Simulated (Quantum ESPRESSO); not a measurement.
# Al (Fm-3m): a volume series of phonon spectra

Which modes of Al drive its thermal expansion?

Experimental results on record:
- volume expansion coefficient 69 1e-6/K and heat capacity C_P per formula unit 24.2 J/mol/K near room temperature (given in “High-Throughput Prediction of Finite-Temperature Properties using the Quasi-Harmonic Approximation”, 2016, arXiv:1603.06924)

Program: Quantum ESPRESSO 7.5. Level of theory: DFT PBE, scalar-relativistic, plane waves, GBRV ultrasoft pseudopotentials. Results are calculated unless marked as measured.

### 1. Set-up

The structure is cubic, space group Fm-3m (No. 225). The conventional cell has a = 4.050 Å, b = 4.050 Å, c = 4.050 Å, α = 90.00°, β = 90.00°, γ = 90.00°. Nearest to Al lie 12 Al at 2.86 Å.

### 2. Probe on a coarse mesh

A cheap single point shows whether the cell is a metal or an insulator and how far it is from rest; that sets the k-mesh and the occupations of what follows.

probe.in

```
&CONTROL
  calculation = 'scf'
  prefix      = 'x'
  outdir      = './tmp'
  pseudo_dir  = './pseudo'
  tprnfor     = .true.
  tstress     = .true.
  verbosity   = 'high'
/
&SYSTEM
  ibrav       = 0
  nat         = 1
  ntyp        = 1
  ecutwfc     = 40.0
  ecutrho     = 240.0
  occupations = 'smearing'
  smearing    = 'gaussian'
  degauss     = 0.01
/
&ELECTRONS
  conv_thr         = 1.0d-07
  mixing_beta      = 0.7
  electron_maxstep = 100
/
ATOMIC_SPECIES
 Al     26.9815  Al.upf
CELL_PARAMETERS angstrom
     0.000000000    2.024805000    2.024805000
     2.024805000    0.000000000    2.024805000
     2.024805000    2.024805000    0.000000000
ATOMIC_POSITIONS crystal
 Al     0.000000000   0.000000000   0.000000000
K_POINTS automatic
 8 8 8 0 0 0
```

Run with:

```
OMP_NUM_THREADS=1 mpirun -n 4 pw.x -nk 4 -in probe.in > probe.out
```

Output:

```text
Program PWSCF v.7.5

     This program is part of the open-source Quantum ESPRESSO suite
     for quantum simulation of materials; please cite
         "P. Giannozzi et al., J. Phys.:Condens. Matter 21 395502 (2009);
         "P. Giannozzi et al., J. Phys.:Condens. Matter 29 465901 (2017);
         "P. Giannozzi et al., J. Chem. Phys. 152 154105 (2020);
     in publications or presentations arising from this work. More details at

     Message from routine setup:
     using ibrav=0 with symmetry is DISCOURAGED, use correct ibrav instead

     G-vector sticks info
     --------------------
     sticks:   dense  smooth     PW     G-vecs:    dense   smooth      PW
     Sum         499     313    109                 7119     3839     749

     Using Slab Decomposition

     bravais-lattice index     =            0
     lattice parameter (alat)  =       5.4112  a.u.
     unit-cell volume          =     112.0408 (a.u.)^3
     number of atoms/cell      =            1
     number of atomic types    =            1
     number of electrons       =         3.00
     number of Kohn-Sham states=            6
     kinetic-energy cutoff     =      40.0000  Ry
     charge density cutoff     =     240.0000  Ry
     scf convergence threshold =      1.0E-07
     mixing beta               =       0.7000
     number of iterations used =            8  plain     mixing
     Exchange-correlation= SLA  PW   PBE  PBE
                           (   1   4   3   4   0   0   0)

     celldm(1)=   5.411243  celldm(2)=   0.000000  celldm(3)=   0.000000
     celldm(4)=   0.000000  celldm(5)=   0.000000  celldm(6)=   0.000000

     crystal axes: (cart. coord. in units of alat)
               a(1) = (   0.000000   0.707107   0.707107 )
               a(2) = (   0.707107   0.000000   0.707107 )
               a(3) = (   0.707107   0.707107   0.000000 )

     reciprocal axes: (cart. coord. in units 2 pi/alat)
               b(1) = ( -0.707107  0.707107  0.707107 )
               b(2) = (  0.707107 -0.707107  0.707107 )
               b(3) = (  0.707107  0.707107 -0.707107 )

     PseudoPot. # 1 for Al read from file:
     ./pseudo/Al.upf
     Pseudo is Ultrasoft + core correction, Zval =  3.0
     Using radial grid of  893 points,  3 beta functions with:
                l(1) =   0
                l(2) =   1
                l(3) =   2
     Q(r) pseudized with  8 coefficients,  rinner =    0.900   0.900   0.900
                                                       0.900   0.900

     atomic species   valence    mass     pseudopotential
     Al                3.00    26.98150     Al( 1.00)

     48 Sym. Ops., with inversion, found

                                    s                        frac. trans.

      isym =  1     identity

 cryst.   s( 1) = (     1          0          0      )
                  (     0          1          0      )
                  (     0          0          1      )

 cart.    s( 1) = (  1.0000000 -0.0000000  0.0000000 )
                  ( -0.0000000  1.0000000  0.0000000 )
                  ( -0.0000000  0.0000000  1.0000000 )

      isym =  2     180 deg rotation - cart. axis [0,0,1]

 cryst.   s( 2) = (     0          1         -1      )
                  (     1          0         -1      )
                  (     0          0         -1      )

 cart.    s( 2) = ( -1.0000000  0.0000000  0.0000000 )
                  (  0.0000000 -1.0000000  0.0000000 )
                  (  0.0000000 -0.0000000  1.0000000 )

      isym =  3     180 deg rotation - cart. axis [0,1,0]

 cryst.   s( 3) = (     0         -1          1      )
                  (     0         -1          0      )
                  (     1         -1          0      )

 cart.    s( 3) = ( -1.0000000 -0.0000000 -0.0000000 )
                  (  0.0000000  1.0000000 -0.0000000 )
                  (  0.0000000  0.0000000 -1.0000000 )

      isym =  4     180 deg rotation - cart. axis [1,0,0]

 cryst.   s( 4) = (    -1          0          0      )
                  (    -1          0          1      )
                  (    -1          1          0      )

 cart.    s( 4) = (  1.0000000  0.0000000 -0.0000000 )
                  ( -0.0000000 -1.0000000 -0.0000000 )
                  ( -0.0000000 -0.0000000 -1.0000000 )

      isym =  5     180 deg rotation - cart. axis [1,1,0]

 cryst.   s( 5) = (    -1          0          1      )
[...]
cart.    s( 5) = ( -0.0000000  1.0000000 -0.0000000 )
[...]
isym =  6     180 deg rotation - cart. axis [1,-1,0]

 cryst.   s( 6) = (     0         -1          0      )
[...]
cart.    s( 6) = (  0.0000000 -1.0000000 -0.0000000 )
[...]
isym =  7      90 deg rotation - cart. axis [0,0,-1]

 cryst.   s( 7) = (     0          1          0      )
[...]
cart.    s( 7) = (  0.0000000  1.0000000  0.0000000 )
[...]
isym =  8      90 deg rotation - cart. axis [0,0,1]

 cryst.   s( 8) = (     1          0         -1      )
[...]
cart.    s( 8) = ( -0.0000000 -1.0000000  0.0000000 )
[...]
isym =  9     180 deg rotation - cart. axis [1,0,1]

 cryst.   s( 9) = (    -1          1          0      )
[...]
cart.    s( 9) = (  0.0000000  0.0000000  1.0000000 )
[...]
isym = 10     180 deg rotation - cart. axis [-1,0,1]

 cryst.   s(10) = (     0          0         -1      )
[...]
cart.    s(10) = ( -0.0000000  0.0000000 -1.0000000 )
[...]
isym = 11      90 deg rotation - cart. axis [0,1,0]

 cryst.   s(11) = (     0          0          1      )
[...]
cart.    s(11) = ( -0.0000000 -0.0000000  1.0000000 )
[...]
isym = 12      90 deg rotation - cart. axis [0,-1,0]

 cryst.   s(12) = (     1         -1          0      )
[...]
cart.    s(12) = (  0.0000000 -0.0000000 -1.0000000 )
[...]
isym = 13     180 deg rotation - cart. axis [0,1,1]

 cryst.   s(13) = (     1          0          0      )
[...]
cart.    s(13) = ( -1.0000000  0.0000000 -0.0000000 )
[...]
isym = 14     180 deg rotation - cart. axis [0,1,-1]

 cryst.   s(14) = (    -1          0          0      )
[...]
cart.    s(14) = ( -1.0000000 -0.0000000  0.0000000 )
[...]
isym = 15      90 deg rotation - cart. axis [-1,0,0]

 cryst.   s(15) = (     0         -1          1      )
[...]
k = 0.2652 0.2652-0.2652 (   477 PWs)   bands (ev):

     0.4869   6.9800  18.5569  18.5569  20.4908  20.4908

     occupation numbers
     1.0000   1.0000   0.0000   0.0000   0.0000   0.0000

          k =-0.3536-0.3536 0.3536 (   476 PWs)   bands (ev):

     3.2467   3.4772  19.0677  19.0677  19.2782  19.2782

     occupation numbers
     1.0000   1.0000   0.0000   0.0000   0.0000   0.0000

          k = 0.1768 0.0000 0.0000 (   495 PWs)   bands (ev):

    -2.7178  17.6751  17.6751  17.9857  20.5281  22.3806

     occupation numbers
     1.0000   0.0000   0.0000   0.0000   0.0000   0.0000

          k = 0.2652 0.0884-0.0884 (   484 PWs)   bands (ev):

    -1.7359  13.1249  16.6166  18.1336  19.3292  21.7930

     occupation numbers
     1.0000   0.0000   0.0000   0.0000   0.0000   0.0000

          k = 0.3536 0.1768-0.1768 (   471 PWs)   bands (ev):

     0.0720   8.6769  16.2695  17.0012  17.9426  23.9089

     occupation numbers
     1.0000   0.0000   0.0000   0.0000   0.0000   0.0000

          k =-0.2652-0.4419 0.4419 (   473 PWs)   bands (ev):

[...]
occupation numbers
[...]
k =-0.1768-0.3536 0.3536 (   477 PWs)   bands (ev):

[...]
occupation numbers
[...]
k =-0.0884-0.2652 0.2652 (   485 PWs)   bands (ev):

[...]
occupation numbers
[...]
k = 0.0000-0.1768 0.1768 (   489 PWs)   bands (ev):

[...]
occupation numbers
[...]
k = 0.3536 0.0000 0.0000 (   480 PWs)   bands (ev):

[...]
occupation numbers
[...]
k = 0.4419 0.0884-0.0884 (   478 PWs)   bands (ev):

[...]
occupation numbers
[...]
k =-0.1768-0.5303 0.5303 (   477 PWs)   bands (ev):

[...]
occupation numbers
[...]
k =-0.0884-0.4419 0.4419 (   479 PWs)   bands (ev):

[...]
occupation numbers
[...]
k = 0.0000-0.3536 0.3536 (   481 PWs)   bands (ev):

[...]
k = 0.5303-0.0000 0.0000 (   472 PWs)   bands (ev):

[...]
k =-0.0884-0.6187 0.6187 (   474 PWs)   bands (ev):

[...]
k = 0.0000-0.5303 0.5303 (   478 PWs)   bands (ev):

[...]
k =-0.7071 0.0000 0.0000 (   468 PWs)   bands (ev):

[...]
k = 0.3536 0.1768 0.0000 (   482 PWs)   bands (ev):

[...]
occupation numbers
[...]
k =-0.2652-0.4419 0.6187 (   481 PWs)   bands (ev):

[...]
occupation numbers
[...]
k =-0.1768-0.3536 0.5303 (   476 PWs)   bands (ev):

[...]
occupation numbers
[...]
k =-0.1768-0.5303 0.7071 (   471 PWs)   bands (ev):

[...]
occupation numbers
[...]
k =-0.0884-0.4419 0.6187 (   478 PWs)   bands (ev):

[...]
occupation numbers
[...]
k = 0.0000-0.3536 0.5303 (   481 PWs)   bands (ev):

[...]
occupation numbers
     1.0000   0.9999   0.0000   0.0000   0.0000   0.0000

          k =-0.7071 0.1768-0.0000 (   478 PWs)   bands (ev):

     5.4341   6.7936   9.6142  11.0711  17.9242  19.8544

     occupation numbers
     1.0000   1.0000   0.0000   0.0000   0.0000   0.0000

          k =-0.7071 0.3536 0.0000 (   488 PWs)   bands (ev):

     7.0034   7.0034   8.0397   8.8841  23.5386  23.9115

     occupation numbers
     1.0000   1.0000   0.0457   0.0000   0.0000   0.0000

     the Fermi energy is     7.8773 ev

!    total energy              =      -6.70744724 Ry
     estimated scf accuracy    <          6.6E-09 Ry
     smearing contrib. (-TS)   =      -0.00031196 Ry
     internal energy E=F+TS    =      -6.70713529 Ry

     The total energy is F=E-TS. E is the sum of the following terms:
     one-electron contribution =       2.96663121 Ry
     hartree contribution      =       0.00864458 Ry
     xc contribution           =      -4.29032623 Ry
     ewald contribution        =      -5.39208485 Ry

     convergence has been achieved in   4 iterations

     Forces acting on atoms (cartesian axes, Ry/au):

     atom    1 type  1   force =     0.00000000    0.00000000    0.00000000
     The non-local contrib.  to forces
     atom    1 type  1   force =     0.00000000   -0.00000000    0.00000000
     The ionic contribution  to forces
     atom    1 type  1   force =    -0.00000000   -0.00000000   -0.00000000
     The local contribution  to forces
     atom    1 type  1   force =    -0.00000000   -0.00000000   -0.00000000
     The core correction contribution to forces
     atom    1 type  1   force =    -0.00000000    0.00000000    0.00000000
     The Hubbard contrib.    to forces
     atom    1 type  1   force =     0.00000000    0.00000000    0.00000000
     The SCF correction term to forces
     atom    1 type  1   force =     0.00000000   -0.00000000   -0.00000000

     Total force =     0.000000     Total SCF correction =     0.000000

     Computing stress (Cartesian axis) and pressure

          total   stress  (Ry/bohr**3)                   (kbar)     P=       -4.39
  -0.00002986   0.00000000   0.00000000           -4.39        0.00        0.00
   0.00000000  -0.00002986   0.00000000            0.00       -4.39        0.00
   0.00000000   0.00000000  -0.00002986            0.00        0.00       -4.39

     kinetic stress (kbar)   1515.51     -0.00     -0.00
                               -0.00   1515.51     -0.00
                               -0.00     -0.00   1515.51

     local   stress (kbar)    347.16     -0.00     -0.00
                               -0.00    347.16     -0.00
                               -0.00     -0.00    347.16

     nonloc. stress (kbar)   1277.80      0.00      0.00
                                0.00   1277.80      0.00
                                0.00      0.00   1277.80

     hartree stress (kbar)      3.78      0.00      0.00
                                0.00      3.78      0.00
                                0.00      0.00      3.78

     exc-cor stress (kbar)   2622.08      0.00     -0.00
                                0.00   2622.08     -0.00
                               -0.00     -0.00   2622.08

     corecor stress (kbar)  -3410.87     -0.00      0.00
                               -0.00  -3410.87     -0.00
                                0.00     -0.00  -3410.87

     ewald   stress (kbar)  -2359.86      0.00      0.00
                                0.00  -2359.86      0.00
                                0.00      0.00  -2359.86

     hubbard stress (kbar)      0.00      0.00      0.00
                                0.00      0.00      0.00
                                0.00      0.00      0.00

     DFT-D   stress (kbar)      0.00      0.00      0.00
[...]
XDM     stress (kbar)      0.00      0.00      0.00
[...]
dft-nl  stress (kbar)      0.00      0.00      0.00
                                0.00      0.00      0.00
                                0.00      0.00      0.00

     TS-vdW  stress (kbar)      0.00      0.00      0.00
                                0.00      0.00      0.00
                                0.00      0.00      0.00

     MDB     stress (kbar)      0.00      0.00      0.00
                                0.00      0.00      0.00
                                0.00      0.00      0.00

     3D-RISM stress (kbar)      0.00      0.00      0.00
                                0.00      0.00      0.00
                                0.00      0.00      0.00

     Writing all to output data dir ./tmp/x.save/ :
     XML data file, charge density, pseudopotentials, collected wavefunctions

   JOB DONE.
```

The job ended after 1.3 s (4 MPI ranks of AMD EPYC 9R45, shared host).

This step gave:

- volume per atom: 16.60 Å³
- pressure: -0.4390 GPa
- gap on the k-mesh: 0 eV

The start is under -0.44 GPa at this level and looks like a metal on this mesh.

[end of part 1 of 6]

[Logs are printed without paths, hosts, clocks, repeated set-up lines and the standing remarks that a program may print on its own settings, such as how far it seeks lower states.]

[Hosts, paths, dates, database ids (printed as entryN), source tags and the programs' standing remarks are cut or masked in the printed files.]

[A step with changed settings may run another functional than the one named; its input shows which.]

[Of the runs on displaced cells, only some may be shown.]
